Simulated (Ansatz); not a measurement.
**Cl-GaAs-Cl chair monolayer in a perpendicular field**

Aim: how the Cl-GaAs-Cl chair monolayer screens a field along its normal, and what the field does to its bands. A positive field points along +c.

Program: Ansatz 0.2.0. Level of theory: plane-wave DFT, PBE-D3(BJ), Ansatz PAW, in the first sound run; inputs show where later runs differ. Results are calculated unless marked as measured.

Most raw output is cut from this account.

### Step 1. Set-up

The cell holds 4 atoms: 2 Cl, 1 As and 1 Ga. Its edges and angles: a = 3.977 Å, b = 3.977 Å, c = 23.253 Å, α = 90.0°, β = 90.0°, γ = 120.0°. Vacuum lies along c.

### Step 2. Relaxation

The starting cell is a guess, so the in-plane lattice and the atoms are relaxed first, with the slab cut off from its images along the normal. The program lengthens the vector along the normal by itself, so c and the volume that it reports differ from the typed ones.

Input file input.yaml:

```yaml
crystal:
  lattice:
    - [3.9765, 0.0, 0.0]
    - [-1.98825, 3.4437500181, 0.0]
    - [0.0, 0.0, 23.2533333333]
  atoms:
    - { symbol: Cl, position: [0.6666666667, 0.3333333333, 0.3870412844] }
    - { symbol: As, position: [0.6666666667, 0.3333333333, 0.482081422] }
    - { symbol: Ga, position: [0.3333333333, 0.6666666667, 0.5166284404] }
    - { symbol: Cl, position: [0.3333333333, 0.6666666667, 0.6129587156] }
  periodic: [true, true, false]
kpoints:
  mp_grid: { grid: [12, 12, 1] }
hamiltonian:
  xc: pbe
  dispersion: d3bj
scf:
  occupations: { method: fermi_dirac, width: 0.05 }
  convergence: { dr2_threshold: 1.0e-09 }
relax:
  f_tol: 0.004
  max_steps: 90
  cell: {}
output:
  write_potential: true
  write_density: true
  volumetric_format: npy
```

Command:

```bash
$ ansatz run input.yaml --threads 2 --pin off --max-ram 3072MiB --backend cpu --events-out ev --progress --plain --runs-dir out
```

It took 4.3 min on 2 threads of Arm Neoverse N1, shared host; peak memory 0.74 GiB.

The steps of the relaxation:

```csv
step,energy less that of the first step (eV),largest force component (eV/Å),volume (Å³)
1,0.0000,1.1718,469.80
2,-0.1035,0.4254,491.02
3,-0.1196,0.2123,504.15
4,-0.1215,0.0215,503.00
5,-0.1215,0.0064,503.32
6,-0.1215,0.0004,503.51
7*,-0.1225,0.0004,503.51
```

Relaxation steps marked * repeat the geometry before them on a plane-wave basis chosen anew for their cell, so energy and pressure can jump there.

The run keeps the 6 symmetry operations that it works with, so distortions that break them were not tested.

| cell as run | before | after | change |
| --- | --- | --- | --- |
| a (Å) | 3.977 | 4.117 | +3.5 % |
| b (Å) | 3.977 | 4.117 | +3.5 % |

The atoms that moved most (Å, along periodic axes as changes of fractional coordinates times the final cell, across vacuum about the mean position):

```csv
atom,dx,dy,dz,length
Cl4,0.000,0.000,-0.102,0.102
Cl1,0.000,0.000,0.071,0.071
As2,0.000,0.000,0.049,0.049
Ga3,0.000,0.000,-0.018,0.018
```

Final coordinates:

```xyz
4
Lattice="4.1167 0.0000 0.0000 -2.0584 3.5652 0.0000 0.0000 0.0000 34.3067" Properties=species:S:1:pos:R:3
Cl    2.0584    1.1884    9.0711
As    2.0584    1.1884   11.2593
Ga    0.0000    2.3768   11.9950
Cl    0.0000    2.3768   14.1513
```

The lattice constant a goes from 3.977 to 4.117 Å.

### Step 3. Atoms held, field 0

A sawtooth potential applies the field, turning back in the middle of the vacuum. With the dipole correction the typed value is the field outside the slab. The induced dipole is small, so the SCF threshold is tight.

The cell differs from the one that the last finished run ended in (c 34.307 → 23.080 Å).

Input file input.yaml:

```yaml
crystal:
  lattice:
    - [4.1167219837, 0.0, 0.0]
    - [-2.0583609918, 3.5651858182, 0.0]
    - [0.0, 0.0, 23.0802838481]
  atoms:
    - { symbol: Cl, position: [0.6666666667, 0.3333333333, 0.3899432112] }
    - { symbol: As, position: [0.6666666667, 0.3333333333, 0.4847529306] }
    - { symbol: Ga, position: [0.3333333333, 0.6666666667, 0.5166289364] }
    - { symbol: Cl, position: [0.3333333333, 0.6666666667, 0.6100567888] }
kpoints:
  mp_grid: { grid: [12, 12, 1] }
  band_path:
    path: [[0, 0, 0], [0.5, 0, 0], [0.33333333, 0.33333333, 0], [0, 0, 0]]
    npoints: 16
hamiltonian:
  xc: pbe
  dispersion: d3bj
scf:
  occupations: { method: fermi_dirac, width: 0.05 }
  convergence: { dr2_threshold: 1.0e-10 }
efield:
  axis: 3
  dipole_correction: true
  ramp_position: 0.97
  ramp_width: 0.06
  amplitude: 0
output:
  dos: { projected: true, e_range: [-6, 5] }
  bader: true
  write_potential: true
  write_density: true
  volumetric_format: npy
  elf: true
```

The job ended after 97 s (2 threads; peak memory 0.62 GiB; 2.1 min of CPU time).

Numbers from this step:

| Item | Value |
| --- | --- |
| dipole along the normal | -0.07639 e·Å |
| gap along the path | 0.9412 eV |
| smallest direct gap along the path | 0.9412 eV |
| step between the vacuum levels | 0.9418 eV |
| ionisation energy, upper face | 6.981 eV |
| electron affinity, upper face | 6.039 eV |
| ionisation energy, lower face | 6.039 eV |
| gap, the smaller of path and mesh | 0.9412 eV |

Running mean over a fixed 2.7 Å (it still follows the layers) of the planar mean; the ramp of the sawtooth is left out. Electron's electrostatic potential energy less the Fermi level against z:

z (Å), electron's electrostatic potential energy less the Fermi level (eV) and a bar from the least value:
```
      3.5       5.54 ###########################
      4.0       5.54 ###########################
      4.5       5.54 ###########################
      5.0       5.54 ###########################
      5.5       5.54 ###########################
      6.0       5.53 ###########################
      6.5       5.48 ###########################
      7.0       5.19 ##########################
      7.5       4.16 ######################
      8.0       2.80 ##################
      8.5       1.97 ###############
      9.0       1.33 #############
      9.5       0.19 #########
     10.0      -0.76 ######
     10.5      -1.57 ####
     11.0      -2.27 #
     11.5      -2.71 
     12.0      -2.25 ##
     12.5      -1.74 ###
     13.0      -1.09 #####
     13.5       0.40 ##########
     14.0       1.86 ###############
     14.5       2.67 ##################
     15.0       3.45 ####################
     15.5       4.82 #########################
     16.0       6.01 ############################
     16.5       6.40 ##############################
     17.0       6.47 ##############################
     17.5       6.48 ##############################
     18.0       6.48 ##############################
     18.5       6.48 ##############################
     19.0       6.48 ##############################
     19.5       6.48 ##############################
     20.0       6.48 ##############################
```

The density of states has structure finer than the step of the table below, so its rows give means over 0.2 eV, whole bins alone (the curve runs from -6 to 2.41 eV). Peaks (eV: height): -5.94: 6.70, -4.84: 14.1, -3.74: 7.78, -2.80: 12.2, -2.50: 13.3, -2.28: 10.6, 2.33: 6.28.

The density of states by energy, zero at the Fermi level of the run, which the smearing sets inside the gap; means over each step:

```csv
energy (eV),density of states (states/eV a cell)
-5.2,0
-5.0,1.16
-4.8,5.35
-4.6,1.20
-4.4,1.48
-4.2,1.76
-4.0,3.32
-3.8,5.02
-3.6,5.22
-3.4,3.05
-3.2,2.06
-3.0,0.671
-2.8,5.07
-2.6,4.34
-2.4,7.28
-2.2,6.60
-2.0,3.45
-1.8,1.70
-1.6,2.03
-1.4,2.16
-1.2,2.89
-1.0,1.58
-0.8,1.06
-0.6,0.722
-0.4,0.00319
-0.2,0
0.0,0
0.2,0
0.4,0.00204
0.6,0.0318
0.8,0.0717
1.0,0.112
1.2,0.157
1.4,0.196
1.6,0.999
1.8,3.16
2.0,3.40
2.2,3.75
```

Projected DOS per atom over height of the atomic layer and energy from the Fermi level. Layers: Cl As Ga Cl from below.

Ten even steps from '_' (0.00 states/eV) to '@' (4.59 states/eV), each cell a mean:
```
..==..__
..::::__
________
________
________
________
________
________
__..____
....__..
______::
..____==
==__..@@
--____==
::______
==::__..
--....::
....____
::..____
::..____
________
________
```
Columns: height of the atomic layer (Å) from 9 to 14.1 (not evenly spaced); rows upwards: energy from the Fermi level (eV) from -5.96 to 2.41.

The electronic bands at the labelled points (eV, zero at the Fermi level of the run, which the smearing sets inside the gap):

```csv
point,band 18,band 19,band 20,band 21,band 22,band 23,band 24,band 25
Γ,-1.93,-1.93,-0.50,-0.50,0.44,1.57,4.16,4.16
halfway,-2.50,-2.12,-2.00,-0.93,1.86,2.04,4.71,5.64
M,-2.81,-2.50,-2.28,-1.19,1.59,2.35,4.38,6.88
halfway,-2.83,-2.48,-2.37,-1.59,2.32,3.05,4.54,6.00
K,-2.89,-2.51,-2.36,-1.87,2.42,4.20,5.44,5.58
halfway,-2.48,-2.41,-1.98,-1.23,2.02,2.90,4.15,5.30
Γ,-1.93,-1.93,-0.50,-0.50,0.44,1.57,4.16,4.16
```

ELF in the ca plane at fractional y = 0.333, with atoms of Cl and As within 0.2 Å of it. It is the smooth field of the valence electrons, not physical close to the nuclei.

Values, 6 rows by 16 columns, each cell a mean:
```
0.00 0.00 0.00 0.03 0.47 0.86 0.52 0.57 0.64 0.12 0.23 0.17 0.02 0.00 0.00 0.00
0.00 0.00 0.00 0.04 0.56 0.65 0.68 0.34 0.47 0.11 0.01 0.01 0.00 0.00 0.00 0.00
0.00 0.00 0.00 0.04 0.55 0.77 0.67 0.41 0.53 0.11 0.03 0.02 0.00 0.00 0.00 0.00
0.00 0.00 0.00 0.02 0.39 0.79 0.41 0.55 0.61 0.13 0.38 0.29 0.03 0.00 0.00 0.00
0.00 0.00 0.00 0.00 0.04 0.12 0.04 0.24 0.30 0.24 0.71 0.59 0.09 0.00 0.00 0.00
0.00 0.00 0.00 0.00 0.11 0.31 0.11 0.33 0.38 0.21 0.66 0.54 0.08 0.00 0.00 0.00
```
Columns run along c (16.0 Å, from fractional 0.15 to 0.85 of the cell), rows up along a (4.1 Å). Atoms in or near the plane, at fractional coordinates: Cl at (0.39, 0.67), As at (0.48, 0.67).

Valence density in the ca plane at fractional y = 0.333, with atoms of Cl and As within 0.2 Å of it. It is the smooth field of the valence electrons, not physical close to the nuclei.

Ten steps, logarithmic in the rise over the least value, from '0' (0 e/Å³) to '9' (27 e/Å³), each cell a mean:
```
00000000000000111101122100000000000000000000
00000000000002333212343210000000000000000000
00000000000013434323687310000000000000000000
00000000000013313333898410000000000000000000
00000000000012444323686310000000000000000000
00000000000001333211333210000000000000000000
00000000000000111100111100000000000000000000
00000000000000000000011100000100000000000000
00000000000000000000001100001110000000000000
00000000000000000000001100001110000000000000
00000000000000000000011100000000000000000000
```
Columns run along c (16.0 Å, from fractional 0.15 to 0.85 of the cell), rows up along a (4.1 Å). Atoms in or near the plane, at fractional coordinates: Cl at (0.39, 0.67), As at (0.48, 0.67).

Electrostatic potential energy in the ca plane at fractional y = 0.333, with atoms of Cl and As within 0.2 Å of it. With pseudopotentials it is smooth inside the atoms' cores, unlike the true potential.

Ten even steps from '0' (-23 eV) to '9' (4 eV), each cell a mean:
```
99999999999999877887655778999999999999999999
99999999999986212564111378999999999999999999
99999999999982000141596158899999999999999999
99999999999971000030798147899999999999999999
99999999999983000151475158899999999999999999
99999999999997423674212478999999999999999999
99999999999999888887656778999999999999999999
99999999999999999998877778899999999999999999
99999999999999999998877677898899999999999999
99999999999999999998877678899899999999999999
99999999999999999988877778899999999999999999
```
Columns run along c (16.0 Å, from fractional 0.15 to 0.85 of the cell; values clipped at the 3rd and 97th percentile), rows up along a (4.1 Å). Atoms in or near the plane, at fractional coordinates: Cl at (0.39, 0.67), As at (0.48, 0.67).

The gap is 0.94 eV, with the valence edge 6.98 eV and the conduction edge 6.04 eV under the upper vacuum level.

### Step 4. Single point, field 0.03 V/Å

input.yaml: that of step 3 with these lines changed.

```diff
@@ -26,6 +26,4 @@
   ramp_width: 0.06
-  amplitude: 0
+  amplitude: 0.03
 output:
-  dos: { projected: true, e_range: [-6, 5] }
-  bader: true
   write_potential: true
@@ -33,2 +31 @@
   volumetric_format: npy
-  elf: true
```

Wall time 84 s (2 threads); peak memory 0.57 GiB; 73 s of CPU time.

The dipole is -0.0624 e·Å, 0.0140 e·Å from its value without field, and the gap 0.942 eV.

### Step 5. Single point, field -0.03 V/Å

input.yaml: that of step 4 with these lines changed.

```diff
@@ -26,3 +26,3 @@
   ramp_width: 0.06
-  amplitude: 0.03
+  amplitude: -0.03
 output:
```

It took 74 s on 2 threads; peak memory 0.57 GiB.

The dipole is -0.0904 e·Å, -0.0140 e·Å from its value without field, and the gap 0.940 eV.

### Step 6. Single point, field 0.15 V/Å

input.yaml: that of step 5 with these lines changed.

```diff
@@ -26,3 +26,3 @@
   ramp_width: 0.06
-  amplitude: -0.03
+  amplitude: 0.15
 output:
```

It took 79 s on 2 threads; peak memory 0.56 GiB; 74 s of CPU time.

The dipole is -0.00621 e·Å, 0.0702 e·Å from its value without field, and the gap 0.945 eV.

### Step 7. Atoms held, field 0.25 V/Å

input.yaml: that of step 6 with these lines changed.

```diff
@@ -26,3 +26,3 @@
   ramp_width: 0.06
-  amplitude: 0.15
+  amplitude: 0.25
 output:
```

The job ended after 89 s (2 threads; peak memory 0.58 GiB).

The dipole is 0.0406 e·Å, 0.117 e·Å from its value without field, and the gap 0.948 eV.

### Step 8. Single point, field -0.25 V/Å

input.yaml: that of step 7 with these lines changed.

```diff
@@ -26,4 +26,6 @@
   ramp_width: 0.06
-  amplitude: 0.25
+  amplitude: -0.25
 output:
+  dos: { projected: true, e_range: [-6, 5] }
+  bader: true
   write_potential: true
@@ -31 +33,2 @@
   volumetric_format: npy
+  elf: true
```

Elapsed: 2 min, on 2 threads; peak memory 0.6 GiB.

The dipole is -0.193 e·Å, -0.117 e·Å from its value without field, and the gap 0.932 eV.

### Step 9. Response, atoms held

This step: plane-wave DFT, PBE-D3(BJ), Ansatz PAW; response to a field along the normal, atoms held (Ansatz 0.2.0).

The dipoles give the slope, and the difference of two potentials shows where the field is screened.

This step gave:

- equivalent conductor thickness p/(ε₀AE): 5.766 Å
- distance between the outer atoms: 5.080 Å

Table of dipole of the cell by applied field:

```
applied field (V/Å)  dipole of the cell (e·Å)
             -0.250                    -0.193
             -0.030                   -0.0904
              0.000                   -0.0764
              0.030                   -0.0624
              0.150                  -0.00621
              0.250                    0.0406
```

Local field over the applied field, running mean. From the potentials at -0.03 and 0.03 V/Å; running mean over 2.5 Å. Local field over applied field against z:

```
z (Å)  local field over applied field
  4.5                           1.000
  5.0                           0.999
  5.5                           0.998
  6.0                           0.991
  6.5                           0.968
  7.0                           0.902
  7.5                           0.772
  8.0                           0.612
  8.5                           0.456
  9.0                           0.320
  9.5                           0.231
 10.0                           0.181
 10.5                           0.143
 11.0                           0.130
 11.5                           0.144
 12.0                           0.143
 12.5                           0.156
 13.0                           0.193
 13.5                           0.232
 14.0                           0.301
 14.5                           0.428
 15.0                           0.588
 15.5                           0.750
 16.0                           0.886
 16.5                           0.960
 17.0                           0.988
 17.5                           0.997
 18.0                           0.999
 18.5                           1.000
 19.0                           1.000
```

The induced electron density oscillates, so the rows of the table below give means over windows of 1.44 Å about each position, cut where the curve ends. Its maxima inside the range that stand out by 2 % of the span (Å: e/Å³ per V/Å): 8.2: 0.00409, 9.5: 3.7e-4, 11.0: 0.00240, 13.0: 0.0014, 14.0: -1.9e-4. Its minima: 9.1: -5.0e-4, 10.1: -8.0e-4, 12.1: -0.00262, 13.7: -3.8e-4, 14.9: -0.00386.

Electrons, planar mean, per unit field. The induced electron density by z; means over each step:

| z (Å) | induced electron density (e/Å³ per V/Å) |
| --- | --- |
| 4.76 | 1.8e-6 |
| 6.20 | 9.4e-5 |
| 7.64 | 0.00209 |
| 9.08 | 9.5e-4 |
| 10.52 | 6.6e-4 |
| 11.96 | -0.00107 |
| 13.40 | 4.1e-4 |
| 14.84 | -0.00269 |
| 16.28 | -4.4e-4 |
| 17.72 | -1.1e-5 |

The smaller of the gaps on the path and on the k-mesh, counted as 0 under 0.03 eV. The gap by applied field:

```
applied field (V/Å)  gap (eV)
             -0.250     0.932
             -0.030     0.940
              0.000     0.941
              0.030     0.942
              0.150     0.945
              0.250     0.948
```

By hand: between -0.03 and 0.03 V/Å the dipole changes by 0.02806 e·Å, a slope of 0.4677 e·Å²/V. A perfect conductor of thickness t has p = ε₀AEt, so t = 180.95 × 0.4677 / 14.677 = 5.77 Å (e/ε₀ = 180.95 V·Å, A in Å²).

The induced dipole is that of a conductor 5.77 Å thick.

[end of part 1 of 2]

[Logs are printed without paths, hosts, clocks, repeated set-up lines and the standing remarks that a program may print on its own settings, such as how far it seeks lower states.]

[Hosts, paths, dates, database ids (printed as entryN), source tags and the programs' standing remarks are cut or masked in the printed files.]

[Maps of the electrostatic potential energy from Ansatz leave out the sawtooth potential of an applied field or a dipole correction, so their vacuum need not be flat; planar profiles and work functions include it.]

[The density of states shown here was stored with 400 of the rows of the run's finer table, so its peaks can read low, often by over a quarter, or be missed, and its means over a window can be off by a tenth or more.]
